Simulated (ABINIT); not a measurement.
# HfCdS3 (Pm-3m): zone-centre phonons, part 2 of 4

Which modes does HfCdS3 (Pm-3m) have at the zone centre?

ABINIT 10.8.3; DFT PBE, scalar-relativistic, plane waves, SPMS norm-conserving pseudopotentials.

So far. Step 4 (Relaxation): The volume changes by +0.1 % in this run and stands +0.3 % from the first cell. The relaxed cell has a = 4.952 Å (conventional setting).

The structure was built from a prototype and need not be the compound's stable phase.

## (6) Linear response at Γ

At q = 0 one unit cell holds all displacements. The response is solved for single atoms along the cell's directions, and symmetry skips those that follow from others. The crystal is treated as a metal, which screens a static field, so no field response is asked.

The input, dfpt_gamma.abi:

```

# common to the responses
getwfk_filepath "gso_WFK"
kptopt 2
nqpt 1
qpt 0.0 0.0 0.0
asr 0
chneut 0

# displacements
rfphon 1
rfatpol 1 5
rfdir 1 1 1
tolvrs 1.0d-10
prtwf 0

# basis, mesh and filling
ecut 30.0
ngkpt 6 6 6
nshiftk 1
shiftk 0.0 0.0 0.0
istwfk *1
occopt 6
tsmear 0.01
nband 35
nstep 100
diemac 1000000.0
prtebands 0
prtgsr 0
useylm 1

# cell and atoms
acell 9.357493049 9.357493049 9.357493049
rprim 
    1.0 0.0 0.0
    0.0 1.0 0.0
    0.0 0.0 1.0
ntypat 3
znucl 48 72 16
natom 5
typat 1 2 3 3 3
xred 
    0.0 0.0 0.0
    0.5 0.5 0.5
    0.5 0.5 0.0
    0.5 0.0 0.5
    0.0 0.5 0.5
pp_dirpath "./pseudo"
pseudos "Cd.psp8, Hf.psp8, S.psp8"
```

Command:

```
$ OMP_NUM_THREADS=1 mpirun -n 4 abinit dfpt_gamma.abi > dfpt_gamma.log
```

Numbers of over 12 decimals in the logs are rounded to 6 here.

dfpt_gamma.abo, the main output file:

```text
[banners, grids, parts of the stress and lines that vanish by symmetry left out]
- input  file    -> dfpt_gamma.abi
- output file    -> dfpt_gamma.abo
- root for input  files -> dfpt_gammai
- root for output files -> dfpt_gammao

 Symmetries : space group Pm -3 m (#221); Bravais cP (primitive cubic)
================================================================================
 Values of the parameters that define the memory need of the present run (RF).
     intxc =       0      iscf =       7    lmnmax =      32     lnmax =       8
     mgfft =      48  mpssoang =       4    mqgrid =    3001     natom =       5
  nloc_mem =       1    nspden =       1   nspinor =       1    nsppol =       1
      nsym =      48    n1xccc =    2501    ntypat =       3    occopt =       6
   xclevel =       2
-    mband =          35        mffmem =           1         mkmem =          28
-   mkqmem =          28        mk1mem =          28           mpw =        6488
      nfft =      110592          nkpt =         112
- my_mband =          35
================================================================================
================================================================================

--------------------------------------------------------------------------------
------------- Echo of variables that govern the present computation ------------
--------------------------------------------------------------------------------
-
- outvars: echo of selected default values
-   iomode0 =  0 , fftalg0 =312 , wfoptalg0 =  0
-
- outvars: echo of global parameters not present in the input file
-  max_nthreads =    1
-
 -outvars: echo values of preprocessed input variables
 [... echo left out ...]
================================================================================

 chkinp: Checking input parameters for consistency.

[...]
== DATASET  1 ==================================================================
-   mpi_nproc: 4, omp_nthreads: 1 (-1 if OMP is not activated)

--- !DatasetInfo
iteration_state: {dtset: 1, }
dimensions: {natom: 5, nkpt: 112, mband: 35, nsppol: 1, nspinor: 1, nspden: 1, mpw: 6488, }
cutoff_energies: {ecut:  30.0, pawecutdg:  -1.0, }
electrons: {nelect:   5.00000000E+01, charge:   0.00000000E+00, occopt:   6.00000000E+00, tsmear:   1.00000000E-02, }
meta: {optdriver: 1, rfphon: 1, }
...

 mkfilename: getwfk from: gso_WFK

 Exchange-correlation functional for the present dataset will be:
  GGA: Perdew-Burke-Ernzerhof functional - ixc=11
 Citation for XC functional:
  J.P.Perdew, K.Burke, M.Ernzerhof, PRL 77, 3865 (1996)

 Real(R)+Recip(G) space primitive vectors, cartesian coordinates (Bohr,Bohr^-1):
 R(1)=  9.3574930  0.0000000  0.0000000  G(1)=  0.1068662  0.0000000  0.0000000
 R(2)=  0.0000000  9.3574930  0.0000000  G(2)=  0.0000000  0.1068662  0.0000000
 R(3)=  0.0000000  0.0000000  9.3574930  G(3)=  0.0000000  0.0000000  0.1068662
 Unit cell volume ucvol=  8.1936713E+02 bohr^3
 Angles (23,13,12)=  9.00000000E+01  9.00000000E+01  9.00000000E+01 degrees
 setup1 : take into account q-point for computing boxcut.

 getcut: wavevector=  0.0000  0.0000  0.0000  ngfft=  48  48  48
         ecut(hartree)=     30.000   => boxcut(ratio)=   2.08044

--- Pseudopotential description ------------------------------------------------
- pspini: atom type   1  psp file is ./pseudo/Cd.psp8

- pspini: atom type   2  psp file is ./pseudo/Hf.psp8

- pspini: atom type   3  psp file is ./pseudo/S.psp8

   5.01457171E+03                                ecore*ucvol(ha*bohr**3)
--------------------------------------------------------------------------------

 ==>  initialize data related to q vector <==

 The list of irreducible perturbations for this q vector is:
    1)    idir= 1    ipert=   1
    2)    idir= 1    ipert=   2
    3)    idir= 1    ipert=   3
    4)    idir= 3    ipert=   3

[...]
The perturbation idir=   2  ipert=   1 is
 symmetric of a previously calculated perturbation.
 So, its SCF calculation is not needed.

 The perturbation idir=   3  ipert=   1 is
 symmetric of a previously calculated perturbation.
 So, its SCF calculation is not needed.

 The perturbation idir=   2  ipert=   2 is
 symmetric of a previously calculated perturbation.
 So, its SCF calculation is not needed.

 The perturbation idir=   3  ipert=   2 is
 symmetric of a previously calculated perturbation.
 So, its SCF calculation is not needed.

[...]
The perturbation idir=   2  ipert=   5 is
 symmetric of a previously calculated perturbation.
 So, its SCF calculation is not needed.

 The perturbation idir=   3  ipert=   5 is
 symmetric of a previously calculated perturbation.
 So, its SCF calculation is not needed.

--------------------------------------------------------------------------------
 Perturbation wavevector (in red.coord.)   0.000000  0.000000  0.000000
 Perturbation : displacement of atom   1   along direction   1
 Found     8 symmetries that leave the perturbation invariant.

[...]
dfpt_looppert : total number of electrons, from k and k+q
  fully or partially occupied states are    5.000000E+01 and    5.000000E+01.
 Initialisation of the first-order wave-functions :
  ireadwf=   0

--- !BeginCycle
iteration_state: {dtset: 1, }
solver: {iscf: 7, nstep: 100, nline: 4, wfoptalg: 0, }
tolerances: {tolvrs: 1.00E-10, }
...

     iter   2DEtotal(Ha)        deltaE(Ha) residm    vres2
-ETOT  1   3.311986     -1.478E+04 1.936E+01 8.027E+02
 ETOT  2  -1.419320     -4.731E+00 7.380E-02 1.555E+02
 ETOT  3  -1.479188     -5.987E-02 4.093E-03 6.297E+00
 ETOT  4  -1.480665     -1.477E-03 1.996E-03 2.821E-01
 ETOT  5  -1.480721     -5.606E-05 2.608E-04 1.754E-02
[...]
At SCF step   13       vres2   =  1.06E-11 < tolvrs=  1.00E-10 =>converged.
[...]
Mean square residual over all n,k,spin=   37.963E-12; max=  50.110E-09

 Thirteen components of 2nd-order total energy (hartree) are
 1,2,3: 0th-order hamiltonian combined with 1st-order wavefunctions
     kin0=   1.39813624E+04 eigvalue=   1.20007936E+03  local=  -6.93511029E+03
 4,5,6: 1st-order hamiltonian combined with 1st and 0th-order wfs
 loc psp =  -2.05041245E+04  Hartree=   6.83559613E+03     xc=  -8.76964756E+02
 note that "loc psp" includes a xc core correction that could be resolved
 7,8,9: eventually, occupation + non-local contributions
    edocc=   1.36088779E+02     enl0=   4.42275011E+02   enl1=  -9.06252881E+03
 1-9 gives the relaxation energy (to be shifted if some occ is /=2.0)
   erelax=  -1.47833267E+04
 10,11,12 Non-relaxation  contributions : frozen-wavefunctions and Ewald
 fr.local=   1.00559467E+04 fr.nonlo=   4.53768957E+03  Ewald=   2.68584129E+02
 13,14 Frozen wf xc core corrections (1) and (2)
 frxc 1  =  -1.19795799E+03  frxc 2 =   1.11758352E+03
 Resulting in :
 2DEtotal=   -0.1480725956E+01 Ha. Also 2DEtotal=   -0.402926059188E+02 eV
    (2DErelax=   -1.4783326673E+04 Ha. 2DEnonrelax=    1.4781845947E+04 Ha)
    (  non-var. 2DEtotal :   -1.4807266041E+00 Ha)

[...]
Perturbation wavevector (in red.coord.)   0.000000  0.000000  0.000000
 Perturbation : displacement of atom   2   along direction   1
 Found     8 symmetries that leave the perturbation invariant.

[...]
dfpt_looppert : total number of electrons, from k and k+q
  fully or partially occupied states are    5.000000E+01 and    5.000000E+01.
 Initialisation of the first-order wave-functions :
  ireadwf=   0

--- !BeginCycle
iteration_state: {dtset: 1, }
solver: {iscf: 7, nstep: 100, nline: 4, wfoptalg: 0, }
tolerances: {tolvrs: 1.00E-10, }
...

     iter   2DEtotal(Ha)        deltaE(Ha) residm    vres2
-ETOT  1   6.830762     -2.702E+03 2.364E+01 9.634E+03
[...]
At SCF step   13       vres2   =  1.59E-11 < tolvrs=  1.00E-10 =>converged.
[...]
Mean square residual over all n,k,spin=   38.172E-14; max=  37.173E-11

 Thirteen components of 2nd-order total energy (hartree) are
 1,2,3: 0th-order hamiltonian combined with 1st-order wavefunctions
     kin0=   1.42348932E+03 eigvalue=   3.55161554E+02  local=  -7.17095516E+02
 4,5,6: 1st-order hamiltonian combined with 1st and 0th-order wfs
 loc psp =  -3.60334779E+03  Hartree=   1.23318345E+03     xc=  -1.87588204E+02
 note that "loc psp" includes a xc core correction that could be resolved
 7,8,9: eventually, occupation + non-local contributions
    edocc=   5.45589987E+02     enl0=   5.27778547E+01   enl1=  -1.80768910E+03
 1-9 gives the relaxation energy (to be shifted if some occ is /=2.0)
   erelax=  -2.70551845E+03
 10,11,12 Non-relaxation  contributions : frozen-wavefunctions and Ewald
 fr.local=   1.45534777E+03 fr.nonlo=   9.14282588E+02  Ewald=   2.04123938E+02
 13,14 Frozen wf xc core corrections (1) and (2)
 frxc 1  =  -3.36002554E+02  frxc 2 =   4.70861826E+02
 Resulting in :
 2DEtotal=    0.3095121642E+01 Ha. Also 2DEtotal=    0.842225504781E+02 eV
    (2DErelax=   -2.7055184465E+03 Ha. 2DEnonrelax=    2.7086135681E+03 Ha)
    (  non-var. 2DEtotal :    3.0951216419E+00 Ha)

[...]
Perturbation wavevector (in red.coord.)   0.000000  0.000000  0.000000
 Perturbation : displacement of atom   3   along direction   1
 Found     4 symmetries that leave the perturbation invariant.

[...]
dfpt_looppert : total number of electrons, from k and k+q
  fully or partially occupied states are    5.000000E+01 and    5.000000E+01.
 Initialisation of the first-order wave-functions :
  ireadwf=   0

--- !BeginCycle
iteration_state: {dtset: 1, }
solver: {iscf: 7, nstep: 100, nline: 4, wfoptalg: 0, }
tolerances: {tolvrs: 1.00E-10, }
...

     iter   2DEtotal(Ha)        deltaE(Ha) residm    vres2
-ETOT  1 -6.89328426183593E-02 -5.608E+02 1.833E+00 1.623E+03
[...]
At SCF step   13       vres2   =  5.56E-11 < tolvrs=  1.00E-10 =>converged.
[...]
Mean square residual over all n,k,spin=   43.869E-13; max=  91.146E-10

 Thirteen components of 2nd-order total energy (hartree) are
 1,2,3: 0th-order hamiltonian combined with 1st-order wavefunctions
     kin0=   5.07036047E+02 eigvalue=  -6.25766847E+00  local=  -3.94500434E+02
 4,5,6: 1st-order hamiltonian combined with 1st and 0th-order wfs
 loc psp =  -4.16854377E+02  Hartree=   1.76476980E+02     xc=  -5.25035649E+01
 note that "loc psp" includes a xc core correction that could be resolved
 7,8,9: eventually, occupation + non-local contributions
    edocc=   2.42632179E+01     enl0=   3.07018334E+02   enl1=  -7.06211446E+02
 1-9 gives the relaxation energy (to be shifted if some occ is /=2.0)
   erelax=  -5.61532912E+02
 10,11,12 Non-relaxation  contributions : frozen-wavefunctions and Ewald
 fr.local=   1.82548463E+02 fr.nonlo=   3.52943036E+02  Ewald=   4.13499491E+01
 13,14 Frozen wf xc core corrections (1) and (2)
 frxc 1  =  -7.65073667E+01  frxc 2 =   6.03810049E+01
 Resulting in :
 2DEtotal=   -0.8178259620E+00 Ha. Also 2DEtotal=   -0.222541781332E+02 eV
    (2DErelax=   -5.6153291181E+02 Ha. 2DEnonrelax=    5.6071508584E+02 Ha)
    (  non-var. 2DEtotal :   -8.1782577988E-01 Ha)

[...]
Perturbation wavevector (in red.coord.)   0.000000  0.000000  0.000000
 Perturbation : displacement of atom   3   along direction   3
 Found     8 symmetries that leave the perturbation invariant.

--------------------------------------------------------------------------------

--------------------------------------------------------------------------------

 dfpt_looppert : total number of electrons, from k and k+q
  fully or partially occupied states are    5.000000E+01 and    5.000000E+01.
 Initialisation of the first-order wave-functions :
  ireadwf=   0

--- !BeginCycle
iteration_state: {dtset: 1, }
solver: {iscf: 7, nstep: 100, nline: 4, wfoptalg: 0, }
tolerances: {tolvrs: 1.00E-10, }
...

     iter   2DEtotal(Ha)        deltaE(Ha) residm    vres2
-ETOT  1   15.052541160582     -6.024E+02 2.263E+00 1.557E+04
[...]
ETOT 12   10.210697583268      3.183E-11 1.865E-09 2.960E-10
 ETOT 13   10.210697583249     -1.887E-11 9.109E-10 2.857E-11

 At SCF step   13       vres2   =  2.86E-11 < tolvrs=  1.00E-10 =>converged.
[...]
Mean square residual over all n,k,spin=   98.320E-14; max=  91.092E-11

 Thirteen components of 2nd-order total energy (hartree) are
 1,2,3: 0th-order hamiltonian combined with 1st-order wavefunctions
     kin0=   5.13811915E+02 eigvalue=   1.67959289E-01  local=  -3.94117046E+02
 4,5,6: 1st-order hamiltonian combined with 1st and 0th-order wfs
 loc psp =  -4.09703517E+02  Hartree=   2.02686501E+02     xc=  -5.47087864E+01
 note that "loc psp" includes a xc core correction that could be resolved
 7,8,9: eventually, occupation + non-local contributions
    edocc=   4.55873191E+01     enl0=   2.93844809E+02   enl1=  -8.04841827E+02
 1-9 gives the relaxation energy (to be shifted if some occ is /=2.0)
   erelax=  -6.07272672E+02
 10,11,12 Non-relaxation  contributions : frozen-wavefunctions and Ewald
 fr.local=  -5.50165229E+01 fr.nonlo=   4.19189674E+02  Ewald=   2.71831153E+02
 13,14 Frozen wf xc core corrections (1) and (2)
 frxc 1  =  -7.55215679E+01  frxc 2 =   5.70006347E+01
 Resulting in :
 2DEtotal=    0.1021069758E+02 Ha. Also 2DEtotal=    0.277847235779E+03 eV
    (2DErelax=   -6.0727267248E+02 Ha. 2DEnonrelax=    6.1748337007E+02 Ha)
    (  non-var. 2DEtotal :    1.0210698387E+01 Ha)

[...]
---- first-order wavefunction calculations are completed ----

 ==> Compute Derivative Database <==

 [... matrices left out ...]
  Phonon wavevector (reduced coordinates) :  0.00000  0.00000  0.00000
 Phonon energies in Hartree :
  -5.981296E-04 -5.981296E-04 -5.981296E-04 -4.770438E-04 -4.770438E-04
  -4.770438E-04 -1.442084E-04 -1.442084E-04 -1.442084E-04 -3.614894E-05
  -3.614894E-05 -3.614894E-05  1.519514E-03  1.519514E-03  1.519514E-03
 Phonon frequencies in cm-1    :
- -1.312743E+02 -1.312743E+02 -1.312743E+02 -1.046990E+02 -1.046990E+02
- -1.046990E+02 -3.165008E+01 -3.165008E+01 -3.165008E+01 -7.933775E+00
- -7.933775E+00 -7.933775E+00  3.334948E+02  3.334948E+02  3.334948E+02

== END DATASET(S) ==============================================================
================================================================================

 -outvars: echo values of variables after computation
            acell      9.3574930490E+00  9.3574930490E+00  9.3574930490E+00 Bohr
           etotal      1.0210697583E+01
            fcart      0.0000000000E+00  0.0000000000E+00  0.0000000000E+00
           strten      0.0000000000E+00  0.0000000000E+00  0.0000000000E+00
================================================================================
```

Run time: 14 min. Hardware: 4 MPI ranks of Arm Neoverse N1, shared host; 57 min of CPU time.

Read from the output:

* largest acoustic frequency at the zone centre before the sum rule: -7.93 cm⁻¹
* highest optical zone-centre mode (no LO-TO term): 333.5 cm⁻¹
* lowest optical zone-centre mode: -131.3 cm⁻¹

The acoustic modes at Γ come out as far as 7.9 cm⁻¹ from zero, where they should vanish, a small numerical error. The lowest optical mode is imaginary, 131i cm⁻¹, an instability at this level and on this k mesh.

(Continued in part 3 of 4.)

[Host names and launcher messages were left out of these logs when they were recorded.]

[Logs are printed without paths, hosts, clocks, repeated set-up lines and the standing remarks that a program may print on its own settings, such as how far it seeks lower states.]

[Hosts, paths, dates, database ids (printed as entryN), source tags and the programs' standing remarks are cut or masked in the printed files.]
